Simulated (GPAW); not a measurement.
# STM contrast on ZrGe2P4 monolayer, part 2 of 2

Wanted: filled- and empty-state images of ZrGe2P4 monolayer, with its work function.

GPAW 26.7.0; GPAW, PAW setups; layer in a repeated cell with vacuum, relaxation of atoms and in-plane cell (the session's first sound run).

So far. Step 2 (Relaxation): The relaxation lowered the energy of the cell by 1.73 eV (energies extrapolated to zero smearing; the optimiser's log prints free energies). The largest force left on a free atom is 0.0075 eV/Å.

**3. Plane waves, PBE (continued)**

Tip height over the top atom over a1 and a2. Sample bias 1.5 V, constant current at the mean current 3.0 Å over the top atom.

Values in Å, 12 rows by 16 columns, each cell a mean:
```
3.11 3.10 3.08 3.05 3.02 2.97 2.94 2.92 2.92 2.95 2.99 3.03 3.06 3.09 3.11 3.12
3.10 3.08 3.05 3.01 2.97 2.93 2.91 2.91 2.92 2.95 2.99 3.03 3.07 3.09 3.10 3.10
3.05 3.03 2.99 2.95 2.92 2.89 2.89 2.89 2.92 2.95 2.99 3.03 3.05 3.07 3.08 3.07
3.01 2.98 2.94 2.91 2.89 2.88 2.88 2.89 2.92 2.95 2.98 3.01 3.03 3.04 3.04 3.03
2.95 2.93 2.91 2.90 2.89 2.88 2.89 2.90 2.92 2.94 2.97 2.98 2.99 3.00 2.99 2.98
2.93 2.92 2.91 2.91 2.91 2.91 2.91 2.92 2.93 2.94 2.95 2.96 2.96 2.96 2.95 2.94
2.95 2.95 2.95 2.96 2.96 2.95 2.95 2.94 2.94 2.94 2.93 2.93 2.93 2.93 2.94 2.94
2.99 3.00 3.00 3.01 3.00 2.99 2.98 2.96 2.95 2.93 2.93 2.93 2.93 2.94 2.96 2.97
3.05 3.06 3.06 3.06 3.05 3.03 3.00 2.98 2.95 2.93 2.93 2.94 2.95 2.98 3.00 3.03
3.08 3.09 3.09 3.08 3.07 3.04 3.01 2.98 2.95 2.93 2.94 2.96 2.98 3.01 3.04 3.07
3.11 3.11 3.11 3.09 3.07 3.04 3.00 2.97 2.94 2.94 2.96 2.99 3.02 3.06 3.08 3.10
3.12 3.12 3.10 3.08 3.05 3.02 2.98 2.95 2.93 2.94 2.97 3.01 3.05 3.08 3.10 3.12
```
Columns: a1 from 0 to 0.944; rows upwards: a2 from 0 to 0.944.

Local density of states summed over the bias window over a1 and a2. Sample bias 1.5 V, constant height 3.0 Å over the top atom.

Values in units of 1e-5 arbitrary, 12 rows by 16 columns, each cell a mean:
```
2.9 2.8 2.7 2.5 2.3 2.1 2.0 1.9 1.9 2.0 2.1 2.3 2.5 2.7 2.9 3.0
2.8 2.6 2.5 2.3 2.1 1.9 1.8 1.8 1.9 2.0 2.2 2.4 2.6 2.7 2.8 2.8
2.5 2.3 2.2 2.0 1.9 1.8 1.7 1.8 1.9 2.0 2.2 2.3 2.5 2.6 2.6 2.6
2.2 2.1 2.0 1.9 1.8 1.7 1.7 1.8 1.9 2.0 2.1 2.3 2.3 2.4 2.4 2.3
2.0 1.9 1.8 1.8 1.7 1.7 1.8 1.8 1.9 2.0 2.1 2.1 2.2 2.2 2.2 2.1
1.9 1.9 1.9 1.8 1.8 1.8 1.8 1.9 1.9 2.0 2.0 2.0 2.0 2.0 2.0 2.0
2.0 2.0 2.0 2.0 2.0 2.0 2.0 2.0 2.0 2.0 1.9 1.9 1.9 1.9 2.0 2.0
2.2 2.2 2.2 2.2 2.2 2.2 2.1 2.1 2.0 1.9 1.9 1.9 1.9 2.0 2.0 2.1
2.4 2.5 2.5 2.5 2.4 2.3 2.2 2.1 2.0 1.9 1.9 1.9 2.0 2.1 2.2 2.3
2.7 2.7 2.7 2.7 2.5 2.4 2.3 2.1 2.0 1.9 2.0 2.0 2.1 2.3 2.4 2.6
2.9 2.9 2.9 2.7 2.6 2.4 2.2 2.1 2.0 2.0 2.0 2.1 2.3 2.5 2.7 2.8
3.0 3.0 2.9 2.7 2.5 2.3 2.1 2.0 1.9 2.0 2.1 2.2 2.4 2.6 2.8 3.0
```
Columns: a1 from 0 to 0.944; rows upwards: a2 from 0 to 0.944.

The potential is flat to 9.1e-5 eV/Å where it is read, so the vacuum is wide enough.

**4. A changed run**

One more run, with changed settings.

run.py reads:

```python
import json
import numpy as np
from ase import Atoms
from gpaw import GPAW, PW

slab = Atoms(
    ['P', 'Ge', 'P', 'Zr', 'P', 'Ge', 'P'],
    positions=[
        [0.00000, 0.00000, 9.00000],
        [-0.00000, 2.15720, 10.03934],
        [-0.00000, 2.15720, 12.38629],
        [0.00000, 0.00000, 13.87462],
        [-0.00000, 2.15720, 15.36297],
        [-0.00000, 2.15720, 17.70991],
        [0.00000, 0.00000, 18.74926]],
    cell=[[3.73638, 0.0, 0.0], [-1.86819, 3.2358, 0.0], [0.0, 0.0, 27.7493]],
    pbc=[True, True, True])

slab.calc = GPAW(mode=PW(400), xc='PBE', kpts={'size': (9, 9, 1), 'gamma': True},
                 occupations={'name': 'fermi-dirac', 'width': 0.05}, nbands='200%',
                 convergence={'density': 1e-05}, maxiter=100,
                 poissonsolver={'dipolelayer': 'xy'},
                 symmetry={'tolerance': 1e-3}, txt='slab.txt')
result = {}
energy = slab.get_potential_energy()
fermi = slab.calc.get_fermi_level()
v = slab.calc.get_electrostatic_potential().mean((0, 1)) - fermi
n = slab.calc.get_pseudo_density().mean((0, 1))
L = slab.cell[2, 2]
z = np.arange(len(v)) * L / len(v)
low, high = slab.positions[:, 2].min(), slab.positions[:, 2].max()
below, above = np.interp([low - 6.8, high + 6.8], z, v)
slopes = [np.interp(x, z, np.gradient(v, z)) for x in (low - 6.8, high + 6.8)]
eps = np.array([[slab.calc.get_eigenvalues(k, s) for k in range(len(slab.calc.get_ibz_k_points()))]
                for s in range(slab.calc.get_number_of_spins())]) - fermi
top, bottom = eps[eps < 0].max(), eps[eps > 0].min()
dipole = slab.get_dipole_moment()[2]
print(f'energy {energy:.4f} eV, Fermi level {fermi:.4f} eV, dipole {dipole:.5f} e A')
print(f'potential 6.8 A off the faces, from the Fermi level: lower {below:.4f} eV, upper {above:.4f} eV')
print(f'slope of the potential there: lower {slopes[0]:.5f}, upper {slopes[1]:.5f} eV/A')
print(f'nearest levels on the mesh: {top:.4f} and {bottom:.4f} eV')
print('magnetic moment', round(slab.get_magnetic_moment(), 3))
result.update(energy=energy, fermi=fermi, dipole=dipole, below=below, above=above, slopes=slopes, edges=[top, bottom],
              z=z.tolist(), v=v.tolist(), n=n.tolist(), positions=slab.positions.tolist(),
              forces=slab.get_forces(apply_constraint=False).tolist(), moments=slab.get_magnetic_moments().tolist())
json.dump(result, open('result.json', 'w'))
```

The run is started by

```console
$ OMP_NUM_THREADS=1 OPENBLAS_NUM_THREADS=1 python run.py
```

Wall time 0.96 s (1 thread of AMD EPYC 9R14 (Zen 4), shared host); peak memory 0.15 GiB.

The program refused the input before any cycle.

The fault put into the input: a dipole layer in a cell that repeats along the normal (pbc_z = true).

**5. Outcome**

| Property | Result |
| --- | --- |
| work function, upper and lower face | 5.592 and 5.577 eV |
| dipole along the normal | 7.9e-4 e Å, near the numerical noise |
| corrugation at -2 V | 0.535 Å |
| corrugation at -1 V | 0.500 Å |
| corrugation at 1.5 V | 0.248 Å |

**Reading.** The corrugation at constant current is largest at -2 V, where the tip height varies by 0.54 Å over the cell. Negative sample bias images filled states, positive bias empty ones. The images are of Tersoff-Hamann type: an s-wave tip, no tip-sample forces, heights closer than in a microscope. The starting lattice was a guess from atomic radii; the relaxation moved it by 4 %. The small printed dipole stands for a step of -12 meV from the lower to the upper face, and the probes find 15 meV; values this small are near the numerical noise of both. The layer's cell and atoms come from the relaxation; spin-orbit coupling and temperature are left out.

[Logs are printed without paths, hosts, clocks, repeated set-up lines and the standing remarks that a program may print on its own settings, such as how far it seeks lower states.]

[Hosts, paths, dates, database ids (printed as entryN), source tags and the programs' standing remarks are cut or masked in the printed files.]
